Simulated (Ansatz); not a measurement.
Rows from a G0W0 calculation on MoSi2N4/MoSi2N4 (MoSi2N4 type bilayer) (Ansatz 0.2.0; G0W0 on PBE, plane waves, PAW; PAW set soft_1; 6×6×1 mesh, 388 empty bands, screening to 55 eV, PAW set soft_1 files), in eV. Spin-orbit coupling is left out.

```tsv
row	k	band	start	Σx	Σc at the solution	Vxc
A	Γ	v2	-5.410	-20.963	1.397	-19.871
B	(0.333, 0.333, 0.000)	v2	-5.712	-20.879	1.263	-19.976
C	(0.333, 0.333, 0.000)	v1	-5.687	-20.959	1.314	-20.007
D	Γ	v1	-5.347	-21.104	1.441	-19.984
E	(0.333, 0.333, 0.000)	c1	-3.598	-17.228	-3.241	-21.565
F	Γ	c1	-2.562	-15.235	-3.809	-20.213
```

**Question.** Give the quasiparticle energies and the shift of each level.

The quasiparticle equation reads E = start + Σx + Σc(E) − Vxc.

```tsv
row	E (eV)	shift (eV)
A	-5.106	+0.305
B	-5.352	+0.359
C	-5.325	+0.362
D	-5.026	+0.321
E	-2.502	+1.096
F	-1.392	+1.170
```

The gap over the computed points goes from 1.75 eV to 2.52 eV.

Limits: not at the basis limit; coarse mesh for a sheet; no spin-orbit coupling.

[Paths, hosts, dates, memory and timing lines, banners, echoed tables and standing remarks are left out of the program output.]

[Logs are printed without paths, hosts, clocks, repeated set-up lines and the standing remarks that a program may print on its own settings, such as how far it seeks lower states.]

[Runs of the session that timed out or met a known fault of the program may be left out.]

[Cells called generated may have been cut or substituted from an entry of the Crystallography Open Database or the Materials Project.]

[Hosts, paths, dates, database ids (printed as entryN), source tags and the programs' standing remarks are cut or masked in the printed files.]
